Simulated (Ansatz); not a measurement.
**The perfect GaP wire along [111], 14 atoms a period, H-terminated**

What gap, if any, does the GaP wire along [111], 14 atoms a period, H-terminated have, and how does it change with the functional?

Program: Ansatz 0.2.0. Level of theory: DFT PBE, plane waves, PAW; relaxation of a wire's period; PAW set soft_1, in the first sound run; inputs show where later runs differ. Results are calculated unless marked as measured.

This is a report of a sequence of runs, with most program output left out.

## Step 1: The starting structure

The cell holds 32 atoms: 7 Ga, 7 P and 18 H. Cell: a = 13.276 Å, b = 14.137 Å, c = 9.544 Å, α = 90.0°, β = 90.0°, γ = 90.0°. Vacuum lies along a and b. The structure's axis is c.

## Step 2: Relaxation of atoms and period

Band widths follow the bond lengths, so the wire is relaxed first. The atoms and the third cell vector are free; the box across stays fixed as vacuum. A Fermi-Dirac smearing is set since the result may be a metal. The pressure printed is a third of the stress's trace over the whole box, vacuum included; only the stress along the axis is relaxed.

Input file input.yaml:

```yaml
crystal:
  lattice:
    - [13.276, 0.0, 0.0]
    - [0.0, 14.137, 0.0]
    - [0.0, 0.0, 9.5435999497]
  atoms:
    - { symbol: Ga, position: [0.353273923, 0.425434132, 0.0] }
    - { symbol: Ga, position: [0.50001083, 0.664110805, 0.0] }
    - { symbol: P, position: [0.353273923, 0.425434132, 0.25] }
    - { symbol: P, position: [0.50001083, 0.664110805, 0.25] }
    - { symbol: P, position: [0.646747737, 0.425434132, 0.25] }
    - { symbol: H, position: [0.256101235, 0.637237713, 0.278148008] }
    - { symbol: H, position: [0.50001083, 0.240503643, 0.278148008] }
    - { symbol: H, position: [0.743920425, 0.637237713, 0.278148008] }
[... 20 atom lines left out ...]
    - { symbol: H, position: [0.597183517, 0.716796604, 0.944814675] }
    - { symbol: H, position: [0.646747737, 0.320062534, 0.944814675] }
    - { symbol: H, position: [0.743920425, 0.478119931, 0.944814675] }
    - { symbol: Ga, position: [0.646747737, 0.425434132, 0.0] }
kpoints:
  mp_grid: { grid: [1, 1, 9] }
scf:
  occupations: { method: fermi_dirac, width: 0.05 }
hamiltonian:
  xc: pbe
  pseudopotentials: { kind: paw, azcp: { folder: soft_1 } }
relax:
  cell: { fix: [a, b, alpha, beta, gamma] }
  max_steps: 45
  f_tol: 0.03
```

Launch:

```
> ansatz run input.yaml --threads 4 --pin off --max-ram 16384MiB --backend cpu --events-out ev --progress --plain --runs-dir out
```

Wall time 2.9 min (4 threads of Arm Neoverse V1, shared host); peak memory 3.5 GiB.

The steps of the relaxation:

```csv
step,energy less that of the first step (eV),largest force component (eV/Å),pressure (GPa),volume (Å³)
1,0.0000,1.5806,-0.16,1791.17
2,-1.0217,0.3870,-0.11,1787.34
3,-1.0899,0.1725,-0.03,1785.02
4,-1.0991,0.0770,0.00,1785.50
5,-1.1000,0.0886,0.01,1785.63
6,-1.1017,0.0102,0.01,1786.83
7*,-1.1011,0.0102,0.01,1786.83
```

Relaxation steps marked * repeat the geometry before them on a plane-wave basis chosen anew for their cell, so energy and pressure can jump there.

Forces are held to the 2 operations that the run works with; a distortion that breaks them can't arise in this run.

| cell as run | before | after | change |
| --- | --- | --- | --- |
| c (Å) | 9.544 | 9.520 | -0.2 % |

The atoms that moved most (Å, along periodic axes as changes of fractional coordinates times the final cell, across vacuum about the mean position):

```csv
atom,dx,dy,dz,length
Ga24,0.000,0.001,0.265,0.265
P25,0.000,-0.001,0.185,0.185
Ga32,0.090,-0.053,-0.109,0.150
Ga1,-0.090,-0.053,-0.109,0.150
Ga2,0.000,0.103,-0.109,0.150
H11,-0.112,0.065,0.024,0.132
H9,0.112,0.065,0.024,0.132
H10,0.000,-0.129,0.023,0.131
```

This step gave:

- cell length along the wire: 9.520 Å

The cell's length comes to 9.520 Å with spin left out.

## Step 3: Bands of the perfect wire

This step: DFT PBE, plane waves, PAW; bands of a perfect wire; PAW set soft_1 (Ansatz 0.2.0).

At the relaxed period the bands are computed along the axis; those that cross an energy going forward count the channels that a perfect wire would open there.

Input file input.yaml:

```yaml
crystal:
  lattice:
    - [13.276, 0.0, 0.0]
    - [0.0, 14.137, 0.0]
    - [0.0, 0.0, 9.5204657925]
  atoms:
    - { symbol: Ga, position: [0.346529213, 0.421718441, 0.988586679] }
    - { symbol: Ga, position: [0.50001083, 0.671423248, 0.988574977] }
    - { symbol: P, position: [0.359279315, 0.428695832, 0.243925806] }
    - { symbol: P, position: [0.50001083, 0.657639564, 0.243903072] }
    - { symbol: P, position: [0.640742345, 0.428695832, 0.243925806] }
    - { symbol: H, position: [0.249253495, 0.640903856, 0.285053559] }
    - { symbol: H, position: [0.50001083, 0.233102255, 0.28513891] }
    - { symbol: H, position: [0.750768165, 0.640903856, 0.285053559] }
[... 20 atom lines left out ...]
    - { symbol: H, position: [0.603243982, 0.716332115, 0.944192372] }
    - { symbol: H, position: [0.643328733, 0.315263895, 0.944347285] }
    - { symbol: H, position: [0.746581117, 0.483135963, 0.944208833] }
    - { symbol: Ga, position: [0.653492447, 0.421718441, 0.988586679] }
kpoints:
  mp_grid: { grid: [1, 1, 9] }
  band_path: { path: ["Γ", Z], npoints: 90 }
scf:
  occupations: { method: fermi_dirac, width: 0.05 }
hamiltonian:
  xc: pbe
  pseudopotentials: { kind: paw, azcp: { folder: soft_1 } }
output:
  dos: { e_range: [-5, 4] }
  write_potential: true
  write_density: true
  volumetric_format: npy
```

It took 7.4 min on 4 threads; peak memory 9.2 GiB.

This step gave:

```
band gap : 3.671 eV
```

Electronic bands along the path, in eV, zero at the Fermi level; v1 is the highest filled band, c1 the lowest empty one:

| point | v4 | v3 | v2 | v1 | c1 | c2 | c3 | c4 |
| --- | --- | --- | --- | --- | --- | --- | --- | --- |
| Γ | -2.40 | -1.96 | -1.96 | -1.84 | 2.01 | 2.06 | 2.06 | 2.36 |
| halfway | -2.37 | -2.01 | -1.95 | -1.95 | 1.91 | 1.99 | 2.00 | 2.44 |
| Z | -2.32 | -2.32 | -1.94 | -1.94 | 1.83 | 2.03 | 2.03 | 2.16 |

The gap is 3.67 eV, with spin left out.

On this path the gap is indirect, 3.67 eV, with the valence top at Γ and the conduction bottom at Z. The least direct gap is 3.78 eV.

## Step 4: Another level of theory, cutoff 500 eV, k-mesh 1×1×7

This step: DFT r2SCAN, plane waves, PAW; bands of a perfect wire at the PBE geometry; PAW set soft_1 (Ansatz 0.2.0).

The atoms stay at the PBE geometry and the functional changes. r2SCAN also reads the kinetic-energy density; it often gives larger moments and wider gaps than PBE, at a higher cost. Against the first PBE run of this kind, the cutoff is 500 eV against 420 and the mesh along the wire has 7 points against 9.

input.yaml, as its differences from that of step 3:

```diff
@@ -39,3 +39,3 @@
 kpoints:
-  mp_grid: { grid: [1, 1, 9] }
+  mp_grid: { grid: [1, 1, 7] }
   band_path: { path: ["Γ", Z], npoints: 90 }
@@ -44,8 +44,3 @@
 hamiltonian:
-  xc: pbe
+  xc: r2scan
   pseudopotentials: { kind: paw, azcp: { folder: soft_1 } }
-output:
-  dos: { e_range: [-5, 4] }
-  write_potential: true
-  write_density: true
-  volumetric_format: npy
```

Elapsed: 12 min, on 4 threads; peak memory 14 GiB; 47 min of CPU time.

This step gave:

- band gap: 4.049 eV

Electronic bands along the path, in eV, zero at the Fermi level; v1 is the highest filled band, c1 the lowest empty one:

```csv
point,v4,v3,v2,v1,c1,c2,c3,c4
Γ,-2.66,-2.18,-2.18,-2.02,2.23,2.23,2.23,2.57
halfway,-2.59,-2.20,-2.17,-2.17,2.12,2.18,2.18,2.70
Z,-2.54,-2.54,-2.16,-2.16,2.03,2.21,2.22,2.41
```

The gap is 4.05 eV, against 3.67 eV under PBE at the relaxed period.

## Step 5: Another level of theory, level HSE06, cutoff 420 eV

This step: DFT HSE06, plane waves, PAW; levels of a perfect wire at the PBE geometry; PAW set soft_1 (Ansatz 0.2.0).

The atoms stay at the PBE geometry and the functional changes. HSE06 mixes in a quarter of short-range exact exchange, which removes part of the self-interaction that closes gaps; it is dear, so the mesh is thinner and no path is run. Against the first PBE run of this kind, the mesh along the wire has 4 points against 9.

input.yaml, as its differences from that of step 4:

```diff
@@ -39,4 +39,3 @@
 kpoints:
-  mp_grid: { grid: [1, 1, 7] }
-  band_path: { path: ["Γ", Z], npoints: 90 }
+  mp_grid: { grid: [1, 1, 4] }
 scf:
@@ -44,3 +43,3 @@
 hamiltonian:
-  xc: r2scan
+  xc: hse06
   pseudopotentials: { kind: paw, azcp: { folder: soft_1 } }
```

Elapsed: 12 min, on 4 threads; peak memory 6 GiB.

Numbers from this step:

* band gap: 4.606 eV

The gap is 4.61 eV, against 3.67 eV under PBE at the relaxed period.

## Step 6: Outcome

```json
{
  "cell length, PBE": "9.520 Å",
  "gap, PBE": "3.67 eV",
  "gap, r2SCAN": "4.05 eV",
  "gap, HSE06": "4.61 eV"
}
```

What this shows: Under PBE the cell's length is 9.52 Å, and a gap of 3.67 eV makes it a semiconductor. At the relaxed period the wire is gapped under every functional, from 3.67 eV (PBE) to 4.61 eV (HSE06). Weak screening in one dimension makes quasiparticle gaps larger than the semilocal gaps, as a rule. Plain hydrogen on a compound's surface is a simple closure: it may leave surface states, and facets that end in unlike atoms put a field across the wire, both of which shrink the gap. A hybrid's gap is read on a coarse mesh, without a band path.

[Logs are printed without paths, hosts, clocks, repeated set-up lines and the standing remarks that a program may print on its own settings, such as how far it seeks lower states.]

[Hosts, paths, dates, database ids (printed as entryN), source tags and the programs' standing remarks are cut or masked in the printed files.]
